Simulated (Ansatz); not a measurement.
# Elastic response of H7C5SNO5 (P2_1/c) (152 atoms)

How stiff is H7C5SNO5 (P2_1/c) (152 atoms), and how do its levels respond to strain?

Main program and level: Ansatz 0.2.0; Kohn-Sham DFT, PBE+D3(BJ), PAW (set soft_2), plane waves.

## Step 1: Set-up

The cell holds 152 atoms: 56 H, 40 C, 8 S, 8 N and 40 O. Cell: a = 10.454 Å, b = 10.702 Å, c = 13.679 Å, α = 90.0°, β = 96.5°, γ = 90.0°. It derives from H7C5SNO5 (P2_1/c), repeated 1×1×2. H7C5SNO5, space group P2_1/c, structure from the Crystallography Open Database, 1 x 1 x 2 conventional cells; every coordinate displaced by a Gaussian of 0.03 Å; bonds to H set to neutron lengths (C-H 1.089, N-H 1.015, O-H 0.983, B-H 1.19 Å) where the listed ones are shorter.

Limits known from the start: The Brillouin zone is sampled at Γ only.

## Step 2: Single point at the start

A single point comes first, to see the forces before anything moves.

Input file input.yaml:

```yaml
crystal:
  lattice:
    - [10.4541, 0.0, 0.0]
    - [0.0, 10.7017, 0.0]
    - [-1.54926, 0.0, 13.59139]
  atoms:
    - { symbol: H, position: [0.91214, 0.39827, 0.18191] }
    - { symbol: H, position: [0.08901, 0.90016, 0.06664] }
    - { symbol: H, position: [0.08312, 0.59348, 0.31551] }
    - { symbol: H, position: [0.91363, 0.10066, 0.43401] }
    - { symbol: H, position: [0.13524, 0.34818, 0.45302] }
    - { symbol: H, position: [0.86579, 0.84986, 0.29904] }
    - { symbol: H, position: [0.8677, 0.65556, 0.04469] }
    - { symbol: H, position: [0.13416, 0.15303, 0.20275] }
    - { symbol: H, position: [0.40785, 0.27247, 0.14461] }
    - { symbol: H, position: [0.60213, 0.77132, 0.10142] }
    - { symbol: H, position: [0.60065, 0.73102, 0.35594] }
    - { symbol: H, position: [0.39783, 0.23163, 0.39394] }
    - { symbol: H, position: [0.74233, 0.54062, 0.1685] }
    - { symbol: H, position: [0.25896, 0.03952, 0.07929] }
    - { symbol: H, position: [0.25924, 0.45771, 0.3278] }
    - { symbol: H, position: [0.73944, 0.96379, 0.42352] }
    - { symbol: H, position: [0.51932, 0.45211, 0.14367] }
    - { symbol: H, position: [0.48085, 0.95648, 0.10066] }
    - { symbol: H, position: [0.47939, 0.54868, 0.34937] }
    - { symbol: H, position: [0.52198, 0.04473, 0.40186] }
    - { symbol: H, position: [0.6808, 0.07984, 0.16578] }
    - { symbol: H, position: [0.31748, 0.58047, 0.08583] }
    - { symbol: H, position: [0.31854, 0.91336, 0.33523] }
    - { symbol: H, position: [0.68309, 0.41394, 0.41229] }
    - { symbol: H, position: [0.90493, 0.18171, 0.1793] }
    - { symbol: H, position: [0.1008, 0.68482, 0.07088] }
    - { symbol: H, position: [0.10439, 0.818, 0.32237] }
    - { symbol: H, position: [0.89982, 0.31409, 0.42813] }
    - { symbol: C, position: [0.72069, 0.43287, 0.17216] }
    - { symbol: C, position: [0.27648, 0.93834, 0.08616] }
    - { symbol: C, position: [0.28296, 0.56058, 0.33127] }
    - { symbol: C, position: [0.72545, 0.05769, 0.41687] }
    [... 114 atom lines left out ...]
    - { symbol: O, position: [0.8962, 0.76144, 0.89637] }
    - { symbol: O, position: [0.10397, 0.25906, 0.85614] }
    - { symbol: O, position: [0.4663, 0.20525, 0.64936] }
    - { symbol: O, position: [0.5289, 0.70225, 0.59917] }
    - { symbol: O, position: [0.52999, 0.79438, 0.85129] }
    - { symbol: O, position: [0.47325, 0.29998, 0.89838] }
kpoints:
  mp_grid: { grid: [1, 1, 1] }
hamiltonian:
  xc: pbe
  dispersion: d3bj
scf:
  occupations: { method: fixed }
output:
  forces: true
```

Command:

```
$ ansatz run input.yaml --threads 4 --pin off --max-ram 8192MiB --backend cpu --events-out ev --progress --plain --runs-dir out
```

Log:

```text
[...]
Pseudopotentials: kind: paw
Pseudopotential: H, paw, valence charge 1, recommended cutoff 420 eV (normal), H.paw.azcp
Pseudopotential: C, paw, valence charge 4, recommended cutoff 420 eV (normal), C.paw.azcp
Pseudopotential: S, paw, valence charge 6, recommended cutoff 420 eV (normal), S.paw.azcp
Pseudopotential: N, paw, valence charge 5, recommended cutoff 420 eV (normal), N.paw.azcp
Pseudopotential: O, paw, valence charge 6, recommended cutoff 420 eV (normal), O.paw.azcp
[... 5 lines on functional and potentials left out ...]
Crystal: 152 atoms, lattice volume = 1520.559 Å³
Basis set: ecut = 420 eV, 29711 PW (Γ), exchange–correlation on 144×144×192 points (8 copies of the dense FFT grid, shifted against one another)
Bands: 424, of which v1, the nominal top of the filled ones, is band 272 counted from 1 (271 counted from 0)
Symmetry: 1 space group operations
Space group: P1 (ITA 1), of the structure as read, at distance tolerance 1.1e-4 Å
k-points: 1
[... 11 lines on functional and potentials left out ...]
Initial density: superposition of atomic densities (neutral atoms: chi_scale 0, normalization atom), corrected by the library's trained network
Initial wavefunctions: pseudopotential atomic-orbital guess
[...]
SCF iter   1: F=—  HF=-43904.841056 eV  |F-HF|=—  |Δ(HF+E_count)|=         —  Δρ=4.26e-3  dr2=2.76e-1  ethr=1.77e-3  ⟨swp⟩=4.0  Hψ=1443  notcnv=0  defer=149
preconditioner: auto → Resta (q_TF=auto, 2.299 Å⁻¹)  ε∞=2.7  [insulator: Δε(μ)=3.470 eV  Ē_g=17.070 eV  n_scr=312 (ndim 8)  ℏωp=22.2 eV  f_vac=0.154  ε∞_Penn≈2.7]
SCF iter   2: F=—  HF=-43904.729493 eV  |F-HF|=—  |Δ(HF+E_count)|=   1.12e-1  Δρ=2.03e-3  dr2=4.88e-2  ethr=5.08e-5  ⟨swp⟩=2.0  Hψ=642  notcnv=0  defer=150
SCF iter   3: F=—  HF=-43904.752637 eV  |F-HF|=—  |Δ(HF+E_count)|=   2.31e-2  Δρ=9.08e-4  dr2=1.29e-2  ethr=8.97e-6  ⟨swp⟩=2.0  Hψ=546  notcnv=0  defer=81
automatic band count: iteration 3 solves 355 bands in place of 424: the levels show a gap, and the empty bands left out lie too high to hold charge; the band table lists the bands solved (type scf.n_extra_bands for more)
SCF iter   4: F=—  HF=-43904.754430 eV  |F-HF|=—  |Δ(HF+E_count)|=   1.79e-3  Δρ=2.88e-4  dr2=1.47e-3  ethr=2.37e-6  ⟨swp⟩=2.0  Hψ=547  notcnv=0  defer=81
SCF iter   5: F=—  HF=-43904.754418 eV  |F-HF|=—  |Δ(HF+E_count)|=   1.17e-5  Δρ=1.29e-4  dr2=2.90e-4  ethr=2.71e-7  ⟨swp⟩=2.0  Hψ=546  notcnv=0  defer=74
[...]
SCF iter   9: F=—  HF=-43904.756950 eV  |F-HF|=—  |Δ(HF+E_count)|=   2.56e-7  Δρ=2.77e-6  dr2=1.11e-7  ethr=2.06e-10  ⟨swp⟩=2.0  Hψ=546  notcnv=0  defer=73
SCF iter  10: F=-43904.756950 eV  HF=-43904.756950 eV  |F-HF|=6.15e-9  |Δ(HF+E_count)|=   5.82e-8  Δρ=1.06e-6  dr2=1.65e-8  ethr=1.84e-11  ⟨swp⟩=4.0  Hψ=1103  notcnv=0
SCF 1 converged in 10 iterations: F = -43904.756950 eV  dr2 = 1.65e-8
[...]
SCF converged after 10 iterations
Free energy (F): -43904.756950 eV
Harris-Foulkes:  -43904.756950 eV  (|F-HF|=6.15e-9)
Internal energy: -43904.756950 eV  (E = F + TS)
E sigma→0 (E₀):  -43904.756950 eV
Fermi energy:    1.056775 eV
--- Per-component energies (eV) ---
[...]
Σ components = -43904.756950   (vs F -43904.756950, Δ=0.00e0)
--- Forces (eV/Å), atoms counted from 1 ---
  atom   1  H      1.93363223     1.05490389     0.13067271
  atom   2  H     -1.94214410     0.47688054    -0.14094943
  atom   3  H      1.55763183     0.35846492     0.34025583
  atom   4  H      0.94383790    -0.63467598    -0.20614937
[...]
atom 152  O     -0.66865156    -3.30990780     0.28581514
  max |Σ_I F_I| component: 3.84e-5 eV/Å
```

It took 8.8 s on 4 threads of Intel Xeon Platinum 8488C (Sapphire Rapids), shared host; peak memory 2 GiB; 33 s of CPU time.

The column dr2 measures how far the density is from self-consistency, as an energy; F and HF (Harris–Foulkes) agree once it is small.

The r.m.s. force at the start is 1.9 eV/Å.

## Step 3: Cell and atoms relaxed

Cell and atoms are freed together, to release stress as well as forces.

Input file input.yaml:

```yaml
crystal:
  lattice:
    - [10.4541, 0.0, 0.0]
    - [0.0, 10.7017, 0.0]
    - [-1.54926, 0.0, 13.59139]
  atoms:
    [... the 152 atom lines of step 2 ...]
kpoints:
  mp_grid: { grid: [1, 1, 1] }
hamiltonian:
  xc: pbe
  dispersion: d3bj
scf:
  occupations: { method: fixed }
output:
  forces: true
relax:
  f_tol: 0.05
  max_steps: 150
  cell: {}
```

Log:

```text
[...]
Crystal: 152 atoms, lattice volume = 1520.559 Å³
Basis set: ecut = 420 eV, 29711 PW (Γ), exchange–correlation on 144×144×192 points (8 copies of the dense FFT grid, shifted against one another)
Bands: 424, of which v1, the nominal top of the filled ones, is band 272 counted from 1 (271 counted from 0)
Symmetry: 1 space group operations
[...]
k-points: 1
[...]
SCF iter   1: F=—  HF=-43904.841057 eV  |F-HF|=—  |Δ(HF+E_count)|=         —  Δρ=4.26e-3  dr2=2.76e-1  ethr=1.77e-3  ⟨swp⟩=4.0  Hψ=1443  notcnv=0  defer=149
[...]
SCF iter  10: F=-43904.756950 eV  HF=-43904.756950 eV  |F-HF|=6.08e-9  |Δ(HF+E_count)|=   5.83e-8  Δρ=1.06e-6  dr2=1.65e-8  ethr=1.84e-11  ⟨swp⟩=4.0  Hψ=1103  notcnv=0
SCF 1 converged in 10 iterations: F = -43904.756950 eV  dr2 = 1.65e-8
[...]
relax step   1: F+E_penalty+E_count = -43904.75694959 eV  Δ(F+E_penalty+E_count) = +0.000e0 eV  max|allowed force component| = 1.122e1 eV/Å  Δτ_max = 0.0000 Å  P = +4.624 GPa  Ω = 1520.559 Å³  (10 SCF iters, dr2 threshold 1.00e-7 eV, accepted)
[... from here on, the SCF cycles and remarks between the steps are left out ...]
relax step   2: F+E_penalty+E_count = -43911.71093750 eV  Δ(F+E_penalty+E_count) = -6.954e0 eV  max|allowed force component| = 4.934e0 eV/Å  Δτ_max = 0.1823 Å  P = +1.609 GPa  Ω = 1491.587 Å³  energy of the carried Pulay correction = +1.080e-1 eV  (8 SCF iters, dr2 threshold 1.52e-5 eV, accepted)
relax step   3: F+E_penalty+E_count = -43913.19246047 eV  Δ(F+E_penalty+E_count) = -1.482e0 eV  max|allowed force component| = 2.477e0 eV/Å  Δτ_max = 0.2000 Å  P = +0.464 GPa  Ω = 1525.602 Å³  energy of the carried Pulay correction = -1.859e-2 eV  (8 SCF iters, dr2 threshold 1.52e-5 eV, accepted)
relax step   4: F+E_penalty+E_count = -43913.77425092 eV  Δ(F+E_penalty+E_count) = -5.818e-1 eV  max|allowed force component| = 2.079e-1 eV/Å  Δτ_max = 0.1642 Å  P = -0.080 GPa  Ω = 1517.173 Å³  energy of the carried Pulay correction = +1.252e-2 eV  (8 SCF iters, dr2 threshold 1.52e-5 eV, accepted)
relax step   5: F+E_penalty+E_count = -43913.77987886 eV  Δ(F+E_penalty+E_count) = -5.628e-3 eV  max|allowed force component| = 2.103e-1 eV/Å  Δτ_max = 0.1956 Å  P = -0.016 GPa  Ω = 1514.750 Å³  energy of the carried Pulay correction = +2.149e-2 eV  (8 SCF iters, dr2 threshold 2.70e-6 eV, rejected (line search))
relax step   6: F+E_penalty+E_count = -43913.83709768 eV  Δ(F+E_penalty+E_count) = -6.285e-2 eV  max|allowed force component| = 2.867e-2 eV/Å  Δτ_max = 0.0713 Å  P = -0.022 GPa  Ω = 1514.888 Å³  energy of the carried Pulay correction = +2.098e-2 eV  (12 SCF iters, accepted)
relax step   7: F+E_penalty+E_count = -43913.85267534 eV  Δ(F+E_penalty+E_count) = -1.558e-2 eV  max|allowed force component| = 1.917e-2 eV/Å  Δτ_max = 0.0278 Å  P = +0.004 GPa  Ω = 1512.558 Å³  energy of the carried Pulay correction = +2.963e-2 eV  (10 SCF iters, dr2 threshold 7.56e-9 eV, accepted)
relax step   8: F+E_penalty+E_count = -43913.82358413 eV  Δ(F+E_penalty+E_count) = +2.909e-2 eV  max|allowed force component| = 1.966e-2 eV/Å  Δτ_max = 0.0000 Å  P = -0.024 GPa  Ω = 1512.558 Å³  stress off target by 8.07e-2 GPa  SCF on the basis re-selected at this cell (its energy is not comparable with the rows above)  (6 SCF iters)
relax step   9: F+E_penalty+E_count = -43913.84617402 eV  Δ(F+E_penalty+E_count) = -2.259e-2 eV  max|allowed force component| = 1.847e-2 eV/Å  Δτ_max = 0.0285 Å  P = -0.004 GPa  Ω = 1507.493 Å³  energy of the carried Pulay correction = +1.907e-2 eV  (9 SCF iters, dr2 threshold 1.63e-8 eV, accepted)
relax step  10: F+E_penalty+E_count = -43913.85125487 eV  Δ(F+E_penalty+E_count) = -5.081e-3 eV  max|allowed force component| = 2.102e-2 eV/Å  Δτ_max = 0.0150 Å  P = -0.002 GPa  Ω = 1506.232 Å³  energy of the carried Pulay correction = +2.387e-2 eV  (10 SCF iters, accepted)
relax step  11: F+E_penalty+E_count = -43913.82729486 eV  Δ(F+E_penalty+E_count) = +2.396e-2 eV  max|allowed force component| = 2.069e-2 eV/Å  Δτ_max = 0.0000 Å  P = -0.013 GPa  Ω = 1506.232 Å³  stress off target by 2.68e-2 GPa  SCF on the basis re-selected at this cell (its energy is not comparable with the rows above)  (5 SCF iters)
[...]
SCF converged after 5 iterations
Free energy (F): -43913.827295 eV
[...]
Internal energy: -43913.827295 eV  (E = F + TS)
E sigma→0 (E₀):  -43913.827295 eV
Fermi energy:    0.804709 eV
[...]
--- Forces (eV/Å), atoms counted from 1 ---
  atom   1  H     -0.00641048     0.00191467     0.00344625
  atom   2  H      0.00420518    -0.00432127    -0.00012236
  atom   3  H      0.01148540     0.00366550    -0.00418873
  atom   4  H     -0.00131000     0.00383628     0.00128976
  atom   5  H      0.00007034     0.00113869     0.00233624
  atom   6  H      0.00133841    -0.00174614     0.00354165
  atom   7  H     -0.00025199    -0.00324612    -0.00218254
  atom   8  H      0.00348506    -0.00005213    -0.00118280
  atom   9  H      0.00019622     0.00079963     0.00019327
  atom  10  H     -0.00242290     0.00144620     0.00044234
  atom  11  H     -0.00554553     0.00105191    -0.00047576
  atom  12  H      0.00408620    -0.00197817    -0.00037237
  atom  13  H     -0.00030029    -0.00394165    -0.00050564
  atom  14  H      0.00088079     0.00058941    -0.00043654
[...]
atom 151  O      0.00626075    -0.00594237    -0.00288723
  atom 152  O      0.00027738    -0.00043764     0.00150492
  max |Σ_I F_I| component: 3.95e-6 eV/Å
--- Stress (GPa, compression-positive) ---
       -0.014646       0.000542      -0.011162
        0.000542      -0.007871       0.004121
       -0.011163       0.004121      -0.015474
  P = ⅓ Tr σ = -0.0127 GPa (-0.127 kbar)
--- Relaxed structure (9 steps of the walk, 8 accepted, 2 SCFs on fresh bases) ---
  F+E_penalty+E_count = -43913.82729486 eV   max|allowed force component| = 2.069e-2 eV/Å   (the final SCF, on the basis selected at the relaxed cell)
  cell:  # Å, volume = 1506.2320 Å³
    - [10.446716, -0.00729405, -0.053844]
    - [-0.0074668, 10.757338, -0.00400948]
    - [-1.618169, -0.00401117, 13.411511]
  atoms:
    - { symbol: H, position: [0.918898, 0.398293, 0.176400] }
    - { symbol: H, position: [0.081716, 0.896811, 0.073267] }
    - { symbol: H, position: [0.082362, 0.602207, 0.323607] }
    - { symbol: H, position: [0.919469, 0.103560, 0.425881] }
[...]
- { symbol: O, position: [0.467431, 0.294856, 0.898477] }
```

Wall time 99 s (4 threads); peak memory 2 GiB.

The relaxation converged after 9 steps, with a largest force component of 0.021 eV/Å.

## Step 4: Single point at the relaxed geometry

The electronic structure is read at the final geometry, in a run of its own.

Input file input.yaml:

```yaml
crystal:
  lattice:
    - [10.44672, -0.00729, -0.05384]
    - [-0.00747, 10.75734, -0.00401]
    - [-1.61817, -0.00401, 13.41151]
  atoms:
    - { symbol: H, position: [0.9189, 0.39829, 0.1764] }
    - { symbol: H, position: [0.08172, 0.89681, 0.07327] }
    - { symbol: H, position: [0.08236, 0.60221, 0.32361] }
    - { symbol: H, position: [0.91947, 0.10356, 0.42588] }
    - { symbol: H, position: [0.13261, 0.34887, 0.44732] }
    - { symbol: H, position: [0.86879, 0.84905, 0.30262] }
    [... 140 atom lines left out ...]
    - { symbol: O, position: [0.89605, 0.76236, 0.89611] }
    - { symbol: O, position: [0.10576, 0.26229, 0.85323] }
    - { symbol: O, position: [0.46653, 0.205, 0.64877] }
    - { symbol: O, position: [0.53267, 0.70501, 0.6011] }
    - { symbol: O, position: [0.5338, 0.79486, 0.85136] }
    - { symbol: O, position: [0.46743, 0.29486, 0.89848] }
kpoints:
  mp_grid: { grid: [1, 1, 1] }
hamiltonian:
  xc: pbe
  dispersion: d3bj
scf:
  occupations: { method: fixed }
output:
  forces: true
  stress: true
  populations: true
  dos:
    method: { smearing: { sigma: 0.1 } }
    de: 0.1
    projected: { site_lists: { C: [C], H: [H], "N": ["N"], O: [O], S: [S] } }
  eigenvalues: true
  write_density: true
  write_potential: true
  volumetric_format: npy
  elf: true
```

Log:

```text
[...]
Crystal: 152 atoms, lattice volume = 1506.233 Å³
Basis set: ecut = 420 eV, 29429 PW (Γ), exchange–correlation on 144×144×192 points (8 copies of the dense FFT grid, shifted against one another)
Bands: 424, of which v1, the nominal top of the filled ones, is band 272 counted from 1 (271 counted from 0)
Symmetry: 1 space group operations
[...]
k-points: 1
[...]
SCF iter   1: F=—  HF=-43913.876562 eV  |F-HF|=—  |Δ(HF+E_count)|=         —  Δρ=4.03e-3  dr2=2.26e-1  ethr=1.77e-3  ⟨swp⟩=4.0  Hψ=1618  notcnv=0  defer=144
[...]
SCF iter   9: F=-43913.827286 eV  HF=-43913.827286 eV  |F-HF|=3.97e-8  |Δ(HF+E_count)|=   2.45e-7  Δρ=1.81e-6  dr2=4.78e-8  ethr=1.84e-11  ⟨swp⟩=24.0  Hψ=4080  notcnv=0
SCF 1 converged in 9 iterations: F = -43913.827286 eV  dr2 = 4.78e-8
[...]
SCF converged after 9 iterations
Free energy (F): -43913.827286 eV
[...]
Internal energy: -43913.827286 eV  (E = F + TS)
E sigma→0 (E₀):  -43913.827286 eV
Fermi energy:    0.804693 eV
[...]
--- Forces (eV/Å), atoms counted from 1 ---
  atom   1  H     -0.00614460     0.00162699     0.00345197
  atom   2  H      0.00452990    -0.00440969    -0.00001232
  atom   3  H      0.01294480     0.00419871    -0.00422179
  atom   4  H     -0.00082839     0.00365624     0.00119468
  atom   5  H      0.00018011    -0.00066921     0.00087490
  atom   6  H      0.00122160    -0.00263276     0.00438933
  atom   7  H     -0.00013693    -0.00159044    -0.00082488
  atom   8  H      0.00350388     0.00057880    -0.00189189
  atom   9  H      0.00011589     0.00091767     0.00030064
  atom  10  H     -0.00194980     0.00144961     0.00044704
  atom  11  H     -0.00409198    -0.00017839    -0.00061590
  atom  12  H      0.00461497    -0.00093590    -0.00036740
  atom  13  H     -0.00061320    -0.00581021    -0.00056477
  atom  14  H      0.00090102     0.00092898    -0.00049378
[...]
atom 151  O      0.00721980    -0.00406079    -0.00251995
  atom 152  O      0.00174768    -0.00057291     0.00170556
  max |Σ_I F_I| component: 2.51e-6 eV/Å
--- Stress (GPa, compression-positive) ---
       -0.016444       0.000066      -0.011424
        0.000066      -0.006450       0.004044
       -0.011425       0.004044      -0.014913
  P = ⅓ Tr σ = -0.0126 GPa (-0.126 kbar)
--- Band table (eV) ---
[...]
--- Löwdin populations: 152 sites ---
  site symbol       q [e]
     0      H      0.6539
     1      H      0.6538
     2      H      0.6540
[...]
151      O      6.4076
  spilling = 0.015955 (of n_electrons = 544.000000)
```

The job ended after 16 s (4 threads; peak memory 2.2 GiB).

The run gave:

- free energy: -43913.8273 eV
- free energy per atom: -288.9068 eV/atom
- SCF cycles: 9
- pressure: -0.0126 GPa
- r.m.s. force component: 0.00426 eV/Å
- longest force: 0.02408 eV/Å
- Fermi energy: 0.8047 eV
- gap (highest filled to lowest empty level): 3.938 eV
- spilling of the projection: 0.01596

(Part 1 of 3 ends here.)

[Long decimals in the printed logs are rounded to 6 places.]

[Logs are printed without paths, hosts, clocks, repeated set-up lines and the standing remarks that a program may print on its own settings, such as how far it seeks lower states.]

[Hosts, paths, dates, database ids (printed as entryN), source tags and the programs' standing remarks are cut or masked in the printed files.]
